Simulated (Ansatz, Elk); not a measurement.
# Bonding as seen by X-rays: NaCuNiS2, part 2 of 2

Structure refinements treat a crystal as free atoms side by side. For a made-up structure of NaCuNiS2 (cell and positions from a PBE relaxation) the runs below show what the calculated density changes in F(hkl).

Elk 11.2.3 (patched build); all-electron DFT.

So far: The starting structure; Ground state and structure factors.

The structure was built from a prototype and need not be the compound's stable phase.

### 3. The highest occupied states alone

Level of this step: DFT, PBE, all-electron APW+lo, Dirac cores, scalar-relativistic bands, static density, no spin (Elk).

An energy window below the Fermi level keeps the highest occupied states, to see at which angles they scatter; shallow core shells can lie inside it and anion s states outside. No new self-consistency is needed.

elk.in reads:

```
tasks
  195

xctype
  20

spinpol
  .false.

rgkmax
  7.0

gmaxvr
  14.0

lmaxo
  7

lmaxapw
  8

swidth
  0.002

tshift
  .false.

ramdisk
  .false.

hmaxvr
  5.5

maxscl
  120

epspot
  1e-06

wsfac
  -0.186980 0.480520

sppath
  './'

avec
  -3.55549415765 3.55549415765 11.39210244444
  3.55549415765 -3.55549415765 11.39210244444
  3.55549415765 3.55549415765 -11.39210244444

atoms
  4
  'Cu.in'
  1
  0.2500000000 0.7500000000 0.5000000000   0.000000 0.000000 0.000000
  'Ni.in'
  1
  0.7500000000 0.2500000000 0.5000000000   0.000000 0.000000 0.000000
  'S.in'
  2
  0.3604566119 0.3604566119 0.0000000000   0.000000 0.000000 0.000000
  0.6395433881 0.6395433881 0.0000000000   0.000000 0.000000 0.000000
  'Na.in'
  1
  -0.0000000000 -0.0000000000 0.0000000000   0.000000 0.000000 0.000000

ngridk
  8 8 8
```

The run is started by

```bash
> OMP_NUM_THREADS=4 elk
```

Numbers of over 12 decimals in the logs are rounded to 6 here.

Output:

```text
┌─────────────────────────────────┐
│ Elk code version 11.2.3 started │
└─────────────────────────────────┘

Info(readinput): the functional depends on the density's gradient
 muffin-tin radial points multiplied by    2.00000
 (not where nrmtscf is given)

┌────────────────────┐
│ Current task : 195 │
└────────────────────┘
Info(checkmt): changed muffin-tin radius of species 1 (Cu) from   2.4000 to   2.3175
Info(checkmt): changed muffin-tin radius of species 2 (Ni) from   2.4000 to   2.2466
Info(checkmt): changed muffin-tin radius of species 3 (S) from   2.2000 to   1.9886

Info(sfacrho): density structure factors written to SFACRHO.OUT

 Energy window :  -0.1869800000      0.4805200000

┌──────────────────┐
│ Elk code stopped │
└──────────────────┘
```

Run time: 7.9 s. Hardware: 4 threads of Intel Xeon Platinum 8488C (Sapphire Rapids), shared host; peak memory 0.17 GiB; 12 s of CPU time.

States within 10 eV below the Fermi level hold 30.00 electrons; any levels below the window count with the cores. Their amplitudes can exceed the total, where window and core parts have opposite phase:

```
hkl  sin θ/λ (Å⁻¹)  abs F, window  abs F, all
002          0.083         19.065      49.505
101          0.139          3.129       7.697
004          0.166         10.808      34.038
103          0.182          2.427      28.959
110          0.188         10.563      14.863
112          0.205         12.079      49.286
105          0.246          1.021      14.108
006          0.249         10.222      23.862
114          0.251         11.265      52.580
200          0.266         10.363      67.111
```

### 4. Another functional

The difference from free atoms is small, so it is set against the change that LDA (Perdew-Wang) makes.

elk.in: that of step 3 with these lines changed.

```diff
@@ -1,2 +1,3 @@
 tasks
+  0
   195
@@ -4,3 +5,3 @@
 xctype
-  20
+  3
 
@@ -39,5 +40,2 @@
 
-wsfac
-  -0.186980 0.480520
-
 sppath
```

The run is started by

```bash
> OMP_NUM_THREADS=4 elk
```

Output:

```text
┌─────────────────────────┐
│ Elk code version 11.2.3 │
└─────────────────────────┘

All units are atomic (Hartree, Bohr, etc.)

┌─────────────────────────────────────────────────┐
│ Ground-state run starting from atomic densities │
└─────────────────────────────────────────────────┘

Lattice vectors :
  -3.555494158       3.555494158       11.39210244
   3.555494158      -3.555494158       11.39210244
   3.555494158       3.555494158      -11.39210244

Reciprocal lattice vectors :
  0.3570931007E-16  0.8835881918      0.2757693471
[...]
species : 4 (Na)
   atom 1                    :    10.01026999     ( -0.1555072437E-05)
 total in muffin-tins        :    92.88065280
 total calculated charge     :    99.99815262
 total charge                :    100.0000000
 error                       :   0.1847382823E-02

┌──────────────────────────────┐
│ Self-consistent loop stopped │
└──────────────────────────────┘

Warning : core states of species 1 leak from the muffin-tin :   0.2642493987E-03

Warning : core states of species 2 leak from the muffin-tin :   0.6661041649E-03

Warning : core states of species 3 leak from the muffin-tin :   0.2820173802E-03

Wrote STATE.OUT
[key lines of the parts left out:]
total energy                :     -4128.6803717935
```

The job ended after 53 s (4 threads; peak memory 0.2 GiB; 3.2 min of CPU time).

Against the first run R = 0.11 %; the largest change is -0.058 at 204.

### 5. Basis size

The basis and the expansions that go with it are enlarged, to see whether the differences are converged.

elk.in: that of step 4 with these lines changed.

```diff
@@ -5,3 +5,3 @@
 xctype
-  3
+  20
 
@@ -11,12 +11,12 @@
 rgkmax
-  7.0
+  8.5
 
 gmaxvr
-  14.0
+  18.0
 
 lmaxo
-  7
+  9
 
 lmaxapw
-  8
+  10
```

The run is started by

```bash
> OMP_NUM_THREADS=4 elk
```

Output:

```text
┌─────────────────────────┐
│ Elk code version 11.2.3 │
└─────────────────────────┘

All units are atomic (Hartree, Bohr, etc.)

┌─────────────────────────────────────────────────┐
│ Ground-state run starting from atomic densities │
└─────────────────────────────────────────────────┘

Lattice vectors :
  -3.555494158       3.555494158       11.39210244
   3.555494158      -3.555494158       11.39210244
   3.555494158       3.555494158      -11.39210244

Reciprocal lattice vectors :
  0.3570931007E-16  0.8835881918      0.2757693471
[...]
species : 4 (Na)
   atom 1                    :    10.00825832     ( -0.9715865579E-07)
 total in muffin-tins        :    92.90026964
 total calculated charge     :    99.99845666
 total charge                :    100.0000000
 error                       :   0.1543341783E-02

┌──────────────────────────────┐
│ Self-consistent loop stopped │
└──────────────────────────────┘

Warning : core states of species 1 leak from the muffin-tin :   0.2551884018E-03

Warning : core states of species 2 leak from the muffin-tin :   0.6374921202E-03

Warning : core states of species 3 leak from the muffin-tin :   0.2849727450E-03

Wrote STATE.OUT
[key lines of the parts left out:]
total energy                :     -4136.7829500873
```

Run time: 3.4 min. Hardware: 4 threads; peak memory 0.43 GiB.

Against the first run R = 0.01 %; the largest change is +0.007 at 200.

### 6. Settings against the effect

```
                              run  R against the first run (%)  R against neutral atoms, low angle (%)  wall time
                    PBE, rgkmax 7                         0.00                                    0.80       75 s
                LDA (Perdew-Wang)                         0.11                                    0.79       53 s
rgkmax 8.5 with larger expansions                         0.01                                    0.79    3.4 min
```

### 7. What came out

```
R against neutral atoms, sin θ/λ < 0.3 Å⁻¹ : 0.80 %
R against neutral atoms, 0.3 to 0.82 Å⁻¹   : 0.31 %
```

In words: Independent neutral atoms miss the calculated amplitudes by R = 0.80 % below 0.3 Å⁻¹ and 0.31 % from there to 0.82 Å⁻¹; by shells, 1.25 % below 0.15 Å⁻¹ (2 forms), 0.76 % 0.15 to 0.3 (9 forms), 0.43 % 0.3 to 0.45 (21 forms), 0.28 % above 0.45 (117 forms). Bonding, aspherical density and the tables' own atoms all enter these figures, and the runs don't part them. The largest change of an amplitude is -0.49 electrons, at 200. R counts amplitudes alone; phases shift too. The window's part falls from 30.0 electrons at the origin to at most 4.74 between 0.45 and 0.82 Å⁻¹, where compact states inside the window still scatter. Below 0.3 Å⁻¹ the changes that finished (LDA (Perdew-Wang) and rgkmax 8.5 with larger expansions) move F by R = 0.06 % at most, against the 0.80 % that separates it from free atoms. The k-mesh has no finished test. These runs have no spin, though d or f shells may be open. Part of the difference isn't bonding: the tables are fits to free atoms and ions calculated by other methods than this functional. Thermal motion, anomalous dispersion and extinction are left out.

[Logs are printed without paths, hosts, clocks, repeated set-up lines and the standing remarks that a program may print on its own settings, such as how far it seeks lower states.]

[Hosts, paths, dates, database ids (printed as entryN), source tags and the programs' standing remarks are cut or masked in the printed files.]
